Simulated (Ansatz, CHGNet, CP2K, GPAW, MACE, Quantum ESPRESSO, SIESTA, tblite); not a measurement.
# The unslipped end of a generalised stacking fault on (111) of Pb (72 atoms) in SIESTA, part 2 of 2

How do the settings of SIESTA change the result for the unslipped end of a generalised stacking fault on (111) of Pb (72 atoms)? A plane-wave run serves as the yardstick.

Program: SIESTA 5.4.2; the method stands at each step. Banners, paths, timers and routine set-up lines are dropped from the logs unmarked, and long logs keep their key lines alone; longer cuts are marked. The potentials were converted by us to PSML.

So far. Step 2 (PBE, DZP, shift 0.01 Ry, mesh 300 Ry): Forces lie 19 % from the reference's, at 2.3 times its CPU time (on 2 against 4 cores). Step 3 (PBE, SZP, shift 0.01 Ry, mesh 300 Ry): Against the first run (19 %), the force difference from the reference is 47 %, at 0.79 times the CPU time, with 1008 basis functions against 1296: the smaller basis costs accuracy.

## Step 4: PBE, DZP, shift 0.01 Ry, mesh 150 Ry

Method: Kohn-Sham DFT, PBE, PseudoDojo 0.4.1 norm-conserving pseudopotentials (converted to PSML), numerical atomic orbitals (DZP), diagonalisation.

input.fdf

```
SystemLabel cell
NumberOfAtoms 72
NumberOfSpecies 1
%block ChemicalSpeciesLabel
  1 82 Pb
%endblock ChemicalSpeciesLabel
LatticeConstant 1.0 Ang
%block LatticeVectors
  10.50054 0.00000 0.00000
  0.00000 12.12497 0.00000
  0.00000 0.00000 17.24730
%endblock LatticeVectors
PAO.BasisSize DZP
PAO.EnergyShift 0.01 Ry
XC.Functional GGA
XC.Authors PBE
MeshCutoff 150 Ry
%block kgrid_Monkhorst_Pack
  1 0 0 0.0
  0 1 0 0.0
  0 0 1 0.0
%endblock kgrid_Monkhorst_Pack
SolutionMethod diagon
OccupationFunction FD
ElectronicTemperature 580 K
SCF.Mixer.Method Pulay
SCF.Mixer.Weight 0.05
SCF.Mixer.History 8
SCF.Mix Hamiltonian
MaxSCFIterations 300
SCF.DM.Tolerance 1e-04
SCF.H.Tolerance 1.0e-3 eV
WriteForces T
Write.HirshfeldPop T
Write.VoronoiPop T
Write.DM F
Write.H F
XML.Write F
AtomicCoordinatesFormat Fractional
%block AtomicCoordinatesAndAtomicSpecies
[... 72 atom lines left out: the same atoms as in the first run ...]
%endblock AtomicCoordinatesAndAtomicSpecies
```

Started as:

```console
OMP_NUM_THREADS=1 mpirun -np 2 siesta < input.fdf > output.txt
```

The program printed:

```text
Version         : 5.4.2
reinit: System Name:
reinit: System Label: cell
initatom: Reading input for the pseudopotentials and atomic orbitals ----------
Species number:   1 Atomic number:   82 Label: Pb
Ground state valence configuration (from tables):   6s02  6p02  6d00  5f00
---- Processing specs for species: Pb
GGA--PBE XC_GGA_X_PBE--XC_GGA_C_PBE pb
[... lines left out ...]
        iscf     Eharris(eV)        E_KS(eV)     FreeEng(eV)     dDmax    Ef(eV) dHmax(eV)
[... lines left out ...]
SCF Convergence by DM+H criterion
[... lines left out ...]
SCF cycle converged after 16 iterations
[... lines left out ...]
   Max    0.480695
[... lines left out ...]
   Max    0.480695    constrained
Stress tensor Voigt[x,y,z,yz,xz,xy] (kbar):      -85.66       25.66      -55.05       -7.30        0.00       -0.35
[... lines left out ...]
siesta: FreeEng =   -137835.172368
[... lines left out ...]
siesta:         Fermi =      -3.186258
[... lines left out ...]
siesta:    -0.000219    0.016014   -0.004555
siesta:     0.000000   -0.004555   -0.034358
siesta: Cell volume =       2195.904375 Ang**3
siesta: Pressure (static):
siesta:                Solid            Molecule  Units
siesta:           0.00026069          0.00016091  Ry/Bohr**3
siesta:           0.02393549          0.01477424  eV/Ang**3
siesta:          38.34888365         23.67093894  kBar
    Orbital volume contribution        =          75.115738 eV
    (Free)E + p_basis*V_orbitals       =     -137760.056629 eV
    (Free)Eharris+ p_basis*V_orbitals  =     -137760.056654 eV
Hirshfeld Atomic Populations:
Atom #   charge [q] valence [e]  Species
     1    -0.001290   14.001290  Pb
     2     0.010256   13.989744  Pb
     3     0.010701   13.989299  Pb
[...]
--------------------
 Total    -0.000080
Voronoi Atomic Populations:
Atom #   charge [q] valence [e]  Species
[...]
71    -0.005700   14.005700  Pb
    72     0.001341   13.998659  Pb
--------------------
 Total    -0.000081
```

Run time: 88 s. Hardware: 2 MPI ranks of Arm Neoverse V2, shared host; peak memory 1 GiB.

Against the reference:

```
r.m.s. force component                          : 0.1822 eV/Å
r.m.s. difference of force components           : 29.48 meV/Å
longest difference of force vectors             : 99.59 meV/Å
force difference over r.m.s. force              : 18.94 %
slope of forces against the reference's         : 1.167
correlation of force components                 : 0.9971
pressure                                        : 3.835 GPa
pressure difference                             : 1.102 GPa
energy less the same-level run's                : -6.955 meV/atom
r.m.s. force difference from the same-level run : 1.375 meV/Å
```

This is a coarse setting, run to see what it loses.

Against the first run (19 %), the force difference from the reference is 19 %, at 0.41 times the CPU time: the change moves forces by 1.4 meV/Å r.m.s., so most of the difference comes from elsewhere.

## Step 5: Another try, on a changed input

Edit input.fdf of step 4 so:

```diff
@@ -16,3 +16,3 @@
 XC.Authors PBE
-MeshCutoff 150 Ry
+MeshCutoff 20 Ry
 %block kgrid_Monkhorst_Pack
@@ -29,3 +29,3 @@
 SCF.Mix Hamiltonian
-MaxSCFIterations 300
+MaxSCFIterations 60
 SCF.DM.Tolerance 1e-04
```

The program printed:

```text
Version         : 5.4.2
reinit: System Name:
reinit: System Label: cell
initatom: Reading input for the pseudopotentials and atomic orbitals ----------
Species number:   1 Atomic number:   82 Label: Pb
Ground state valence configuration (from tables):   6s02  6p02  6d00  5f00
---- Processing specs for species: Pb
GGA--PBE XC_GGA_X_PBE--XC_GGA_C_PBE pb
Semicore shell(s) with 10 electrons included in the valence for Pb
Semicore shell(s): 5d
Fallback to non-perturbative polarization scheme for Pb
Please see the manual if this is not desired in principle
Pb pseudopotential only contains V_ls up to l=2 -- lmxkb reset.
Using PAO.SplitTailNorm
%block ChemicalSpeciesLabel
    1   82 Pb                      # Species index, atomic number, species label
%endblock ChemicalSpeciesLabel
[... lines left out ...]
Total number of electrons:  1008.000000
[... lines left out ...]
stepf: Fermi-Dirac step function
        iscf     Eharris(eV)        E_KS(eV)     FreeEng(eV)     dDmax    Ef(eV) dHmax(eV)
[... lines left out ...]
SCF Convergence by DM+H criterion
[... lines left out ...]
SCF cycle converged after 18 iterations
[... lines left out ...]
   Max   33.300693
[... lines left out ...]
   Max   33.300693    constrained
Stress tensor Voigt[x,y,z,yz,xz,xy] (kbar):     -610.05     -390.11     -364.61       -5.28        0.01       -0.06
[... lines left out ...]
siesta: Program's energy decomposition (eV):
siesta: Ebs     =    -17314.110377
siesta: Eions   =    145416.214785
siesta: Ena     =      6631.282679
siesta: Ekin    =     67458.274074
siesta: Enl     =    -28031.448303
siesta: DEna    =       650.421341
siesta: DUscf   =        19.151000
siesta: Ex      =    -36827.711395
siesta: Ec      =     -2528.650116
siesta: Exc     =    -39356.361511
siesta: Eharris =   -138044.895524
siesta: Etot    =   -138044.895506
siesta: FreeEng =   -138045.469620
siesta: Final energy (eV):
siesta:  Band Struct. =  -17314.110377
siesta:       Kinetic =   67458.274074
siesta:       Hartree =   25143.444879
siesta:         Exch. =  -36827.711395
siesta:         Corr. =   -2528.650116
siesta:   Exch.-corr. =  -39356.361511
siesta:  Ion-electron = -112701.051602
siesta:       Ion-ion =  -78589.201345
siesta:         Total = -138044.895506
siesta:         Fermi =      -3.213370
siesta: Stress tensor (static) (eV/Ang**3):
siesta:    -0.380762   -0.000038    0.000005
siesta:    -0.000038   -0.243489   -0.003297
siesta:     0.000005   -0.003297   -0.227569
siesta: Cell volume =       2195.904375 Ang**3
siesta: Pressure (static):
siesta:                Solid            Molecule  Units
siesta:           0.00309250         -0.00388203  Ry/Bohr**3
siesta:           0.28393996         -0.35643184  eV/Ang**3
siesta:         454.92196327       -571.06676013  kBar
    Orbital volume contribution        =          75.115738 eV
    (Free)E + p_basis*V_orbitals       =     -137970.353881 eV
    (Free)Eharris+ p_basis*V_orbitals  =     -137970.353899 eV
Hirshfeld Atomic Populations:
Atom #   charge [q] valence [e]  Species
     1    -0.023195   14.023195  Pb
     2    -0.038572   14.038572  Pb
     3    -0.008524   14.008524  Pb
[...]
--------------------
 Total    -2.326356
Voronoi Atomic Populations:
Atom #   charge [q] valence [e]  Species
[...]
71    -0.011549   14.011549  Pb
    72    -0.015739   14.015739  Pb
--------------------
 Total    -0.249009
```

Run time: 29 s. Hardware: 2 MPI ranks; peak memory 0.59 GiB; 58 s of CPU time.

The run converged all the same. The fault in the input: a mesh cutoff far too low (mesh cutoff 20 Ry).

Against the reference:

- r.m.s. difference of force components: 18290 meV/Å
- longest difference of force vectors: 41130 meV/Å
- force difference over r.m.s. force: 11750 %
- slope of forces against the reference's: 57.18
- correlation of force components: 0.5086
- energy less the same-level run's: -2928 meV/atom
- r.m.s. force difference from the same-level run: 18270 meV/Å

## Step 6: The ladder

Differences are against the plane-wave reference, forces as r.m.s. over components; share is that over the reference's r.m.s. force, slope the least-squares factor from reference forces to these. Total energies of different programs have different zeros and aren't compared.

```csv
run,"Δ force, r.m.s. (meV/Å)",share (%),slope,Δ pressure (GPa),cores,CPU time,memory (GiB)
reference,-,-,-,-,4,3.1 min,3.3
"SIESTA PBE, DZP, shift 0.01 Ry, mesh 300 Ry",29.6,19.0,1.168,1.04,2,7.1 min,2.1
"SIESTA PBE, SZP, shift 0.01 Ry, mesh 300 Ry (coarse)",73.3,47.1,1.427,1.58,2,5.6 min,1.9
"SIESTA PBE, DZP, shift 0.01 Ry, mesh 150 Ry (coarse)",29.5,18.9,1.167,1.10,2,2.9 min,1.0
```

Rows marked coarse were listed beforehand as settings not expected to be converged; some can still land near the reference.

CPU time is summed over cores on a shared host, where runs went side by side, so it is rough. Symmetry, cutoffs, thresholds, outputs and thread counts weren't matched or tuned between programs; memory under MPI is the largest rank's times the ranks.

Within one program, basis, potentials and functional, energies share a zero. Each run against its twin at the usual cutoff or grid and solver:

```csv
run,twin,Δ energy (meV/atom),"Δ force, r.m.s. (meV/Å)",CPU time over the twin's
"SIESTA PBE, DZP, shift 0.01 Ry, mesh 150 Ry","DZP, shift 0.01 Ry, mesh 300 Ry",-6.95,1.38,0.41
```

## Step 7: What came out

```json
{
  "nearest in forces": "a tie at 19 % of 2 runs: SIESTA PBE, DZP, shift 0.01 Ry, mesh 300 Ry; SIESTA PBE, DZP, shift 0.01 Ry, mesh 150 Ry (coarse)"
}
```

In words: The PBE run in local orbitals, coarse settings apart, differs by 19 % (SIESTA PBE, DZP, shift 0.01 Ry, mesh 300 Ry); basis, grid and potentials can all enter. Runs with settings chosen to be coarse differ by 19 % (SIESTA PBE, DZP, shift 0.01 Ry, mesh 150 Ry) to 47 % (SIESTA PBE, SZP, shift 0.01 Ry, mesh 300 Ry), their programs' other errors included. None of the electronic-structure runs in the table takes under half the reference's CPU time of 3.1 min; they take 0.94 to 2.3 times as much. SIESTA PBE, SZP, shift 0.01 Ry, mesh 300 Ry stiffens the forces by a factor of 1.43 while following their directions (correlation 0.990); the slopes of the 3 SIESTA runs lie between 1.17 and 1.43. In pressure, SIESTA PBE, SZP, shift 0.01 Ry, mesh 300 Ry misses by +1.6 GPa, at the same functional. The reference's stress is far from hydrostatic: its diagonal is 7.3, -3.6, 4.5 GPa, compression counted positive. The host structure and its lattice constant were typed by rule, without a check against the phase diagram. The reference's pressure of 2.7 GPa says that the cell would expand at this level of theory. The electronic-structure runs sample only Γ, in a cell whose shortest periodic width is 11 Å, which is coarse for a cell with partly filled levels. Spin–orbit coupling is left out, which matters for the levels of the heavy elements.

[Also dropped from logs without a mark: logging warnings of Python, and SIESTA's first energy breakdown and zero terms.]

[Logs are printed without paths, hosts, clocks, repeated set-up lines and the standing remarks that a program may print on its own settings, such as how far it seeks lower states.]

[Hosts, paths, dates, database ids (printed as entryN), source tags and the programs' standing remarks are cut or masked in the printed files.]
